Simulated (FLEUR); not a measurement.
# Collinear magnetic orders of Eu with FLEUR, part 2 of 2

Does Eu prefer parallel or opposed moments?

FLEUR MaX-R8.1; LDA (VWN) with U = 3.6 eV on Eu f; all-electron FLAPW, Dirac cores, scalar-relativistic bands.

So far, largest spin moment in the muffin-tin sphere (μB): step 2 (run 1 (ferro +)) 6.99; step 3 (order 2, typed as antiferro q=(1/2,1/2,1/2) +-) 6.96.

The database entry behind the starting cell differs from later determinations by our own check (about 0.5 % long), so it need not match the best structure at ambient conditions.

**4. Order 3, typed as antiferro q=(0,0,1/2) +-**

Reversing part of the moments tests the sign of the couplings between them.

This order needs a doubled cell of 2 atoms. The mesh is halved along the doubled vector, so that both cells sample the same points. The k list default-1 (kpts.xml, not shown) is a Γ-centred 8×8×4 mesh.

File inp.xml:

```
<?xml version="1.0" encoding="UTF-8" standalone="no"?>
<fleurInput fleurInputVersion="0.39">
   <comment>
      Eu
   </comment>
   <calculationSetup>
      <cutoffs Kmax="3.6" Gmax="10.8" GmaxXC="10.8" numbands="0"/>
      <scfLoop itmax="130" minDistance="0.0001" maxIterBroyd="15" imix="Anderson" alpha="0.05" precondParam="0.0" spinf="2.0" sdNocoIR="T"/>
      <coreElectrons ctail="T" frcor="F" kcrel="0" coretail_lmax="0"/>
      <xcFunctional name="vwn" relativisticCorrections="F"/>
      <magnetism jspins="2"/>
      <soc l_soc="F" theta="0.0" phi="0.0" spav="F"/>
      <expertModes spex="0" secvar="F"/>
      <geometryOptimization l_f="F" forcealpha="1.0" forcemix="BFGS" epsdisp="0.00001" epsforce="0.00001"/>
      <ldaU l_linMix="F" mixParam="0.05" spinf="1.0"/>
   </calculationSetup>
   <cell>
      <bzIntegration valenceElectrons="34.0" mode="hist" fermiSmearingEnergy="0.00110248">
         <kPointListSelection listName="default-1"/>
         <xi:include xmlns:xi="http://www.w3.org/2001/XInclude" href="kpts.xml"> </xi:include>
      </bzIntegration>
      <xi:include xmlns:xi="http://www.w3.org/2001/XInclude" href="sym.xml"> </xi:include>
      <bulkLattice scale="1.0">
         <bravaisMatrix>
            <row-1>   -4.3520392649537998     4.3520392649537998     4.3520392649537998</row-1>
            <row-2>    4.3520392649537998    -4.3520392649537998     4.3520392649537998</row-2>
            <row-3>    8.7040785299075996     8.7040785299075996    -8.7040785299075996</row-3>
         </bravaisMatrix>
      </bulkLattice>
   </cell>
   <atomSpecies>
      <species name="Europium (7.000" element="Eu" atomicNumber="63">
         <mtSphere radius="2.8" gridPoints="925" logIncrement="0.014"/>
         <atomicCutoffs lmax="10" lnonsphr="8"/>
         <electronConfig flipSpins="F">
            <coreConfig>(1s1/2) (2s1/2) (2p1/2) (2p3/2) (3s1/2) (3p1/2) (3p3/2) (4s1/2) (3d3/2) (3d5/2) (4p1/2) (4p3/2) (4d3/2) (4d5/2)</coreConfig>
            <valenceConfig>(5s1/2) (5p1/2) (5p3/2) (6s1/2) (4f5/2) (4f7/2)</valenceConfig>
            <stateOccupation state="(4f5/2)" spinUp="3.0" spinDown="0.0"/>
            <stateOccupation state="(4f7/2)" spinUp="4.0" spinDown="0.0"/>
         </electronConfig>
         <energyParameters s="6" p="6" d="5" f="4"/>
         <ldaU l="3" U="3.6" J="0.0" l_amf="F"/>
         <lo type="SCLO" l="0" n="5" eDeriv="0"/>
         <lo type="SCLO" l="1" n="5" eDeriv="0"/>
      </species>
      <species name="Europium (-7.000" element="Eu" atomicNumber="63">
         <mtSphere radius="2.8" gridPoints="925" logIncrement="0.014"/>
         <atomicCutoffs lmax="10" lnonsphr="8"/>
         <electronConfig flipSpins="F">
            <coreConfig>(1s1/2) (2s1/2) (2p1/2) (2p3/2) (3s1/2) (3p1/2) (3p3/2) (4s1/2) (3d3/2) (3d5/2) (4p1/2) (4p3/2) (4d3/2) (4d5/2)</coreConfig>
            <valenceConfig>(5s1/2) (5p1/2) (5p3/2) (6s1/2) (4f5/2) (4f7/2)</valenceConfig>
            <stateOccupation state="(4f5/2)" spinUp="0.0" spinDown="3.0"/>
            <stateOccupation state="(4f7/2)" spinUp="0.0" spinDown="4.0"/>
         </electronConfig>
         <energyParameters s="6" p="6" d="5" f="4"/>
         <ldaU l="3" U="3.6" J="0.0" l_amf="F"/>
         <lo type="SCLO" l="0" n="5" eDeriv="0"/>
         <lo type="SCLO" l="1" n="5" eDeriv="0"/>
      </species>
   </atomSpecies>
   <atomGroups>
      <atomGroup species="Europium (7.000">
         <relPos label="                   1">.0000000000 .0000000000 .0000000000</relPos>
         <force calculate="T" relaxXYZ="TTT"/>
      </atomGroup>
      <atomGroup species="Europium (-7.000">
         <relPos label="                   2">.0000000000 .0000000000 1.000/2.000</relPos>
         <force calculate="T" relaxXYZ="TTT"/>
      </atomGroup>
   </atomGroups>
   <output dos="F" band="F" slice="F">
      <bandDOS minEnergy="-.5*Htr" maxEnergy="0.5*Htr" sigma="0.015" storeEVData="T"/>
      <plotting iplot="0" polar="F">
         <plot TwoD="T" vec1="  1.0  0.0  0.0" vec2="  0.0  1.0  0.0" vec3="  0.0  0.0  1.0" zero="  0.0  0.0  0.0" file="plot"/>
      </plotting>
      <moessbauerParams electricFieldGradient="F" isomerShift="F" coreHyperfine="F" valenceHyperfine="F"/>
   </output>
</fleurInput>
```

File crystal.txt:

```
Eu
&input film=F cartesian=F /
-2.30300000000  2.30300000000  2.30300000000
2.30300000000  -2.30300000000  2.30300000000
4.60600000000  4.60600000000  -4.60600000000
1.8897261246
1.0 1.0 1.0

2
63 0.00000000000  0.00000000000  0.00000000000 : 7.000
63 0.00000000000  0.00000000000  0.50000000000 : -7.000

&kpt div1=8 div2=8 div3=4 gamma=T /
```

Launch:

```console
> OMP_NUM_THREADS=1 inpgen -f crystal.txt > inpgen.log  # inp.xml is then edited as shown
> OMP_NUM_THREADS=1 mpirun -n 4 fleur_MPI > fleur.log
```

What it wrote:

```text
[banner, memory and clock lines left out]
Welcome to FLEUR        (www.flapw.de)
      MaX-Release 8.1          (www.max-centre.eu)

 ========== k-point set info ==========
 Selected k-point list: default-1
 k-point list type: mesh
 0 x 0 x 0
 Number of k points: 80

 [... set-up left out ...]
 Iteration:     1   Distance:       3.19842819 me/bohr^3
 Iteration:     2   Distance:       2.93971515 me/bohr^3
 Iteration:     3   Distance:       1.59524416 me/bohr^3
 Iteration:     4   Distance:       0.58977915 me/bohr^3
 Iteration:     5   Distance:       0.11966888 me/bohr^3
[...]
[... left out ...]
            <freeEnergy value="-21690.2194226806"/>
            <extrapolationTo0K value="-21690.2193269839"/>
         </totalEnergy>
         [... left out ...]
         <ldaUDensityMatrixConvergence>
            <distance spin="1" distance="0.000001"/>
            <distance spin="2" distance="0.000001"/>
         </ldaUDensityMatrixConvergence>
         <densityConvergence units="me/bohr^3">
            <chargeDensity spin="1" distance="0.0000202573"/>
            <chargeDensity spin="2" distance="0.0000202569"/>
            <overallChargeDensity distance="0.0000315351"/>
            <spinDensity distance="0.0000254350"/>
         </densityConvergence>
      </iteration>
```

The job ended after 4.1 min (4 MPI ranks of Intel Xeon at 2.50GHz (Skylake/Cascade Lake), shared host; peak memory 0.38 GiB; 13 min of CPU time).

Spin moment in the muffin-tin sphere by atom:

| atom | spin moment in the muffin-tin sphere (μB) |
| --- | --- |
| Eu1 | 6.99 |
| Eu2 | -6.99 |

This step gave:

- free energy: -590220.9385 eV
- program's band gap on this mesh (in a metal only a level spacing): 0 eV
- magnetization: 0 μB
- final state: antiferromagnetic

It lies 5.86 meV a seeded atom over the first start, and its largest moment is 6.99 μB against 6.99 μB.

**5. Energies of the orders**

Free energies are divided by the number of seeded atoms, so that cells of unlike size compare. Wavevectors q in the names are fractions of the primitive cell's reciprocal vectors.

Orders:

| start | final state | typed order kept | energy over the lowest (meV a seeded atom) | largest sphere moment (μB) | net moment (μB a primitive cell) | mesh matched | CPU time (s) |
| --- | --- | --- | --- | --- | --- | --- | --- |
| ferro + | ferromagnetic | yes | 0 | 6.991 | 7.253 | yes | 99.4 |
| antiferro q=(1/2,1/2,1/2) +- | antiferromagnetic | yes | 18.79 | 6.96 | 0 | yes | 346.2 |
| antiferro q=(0,0,1/2) +- | antiferromagnetic | yes | 5.864 | 6.987 | 0 | yes | 793 |

**6. Results**

* lowest state found: ferromagnetic (typed ferro +)
* largest site spin moment: 6.99 μB
* next finished state: antiferromagnetic, 5.86 meV a seeded atom higher

In words: The lowest state found is ferromagnetic, reached from the start ferro +, with moments up to 6.99 μB. The next finished state costs 5.9 meV a seeded atom. Only 3 starts were tried; other patterns of signs, canted and longer-period orders were not. The f shell is half filled, so the spin-only picture is fair.

[Logs and program files are shortened in this print: banners, set-up blocks, solver, clock and traceback lines can be left out without a mark of their own.]

[Logs are printed without paths, hosts, clocks, repeated set-up lines and the standing remarks that a program may print on its own settings, such as how far it seeks lower states.]

[Hosts, paths, dates, database ids (printed as entryN), source tags and the programs' standing remarks are cut or masked in the printed files.]

[Where a cell is said to come from a database of computed structures, the database is the Materials Project.]
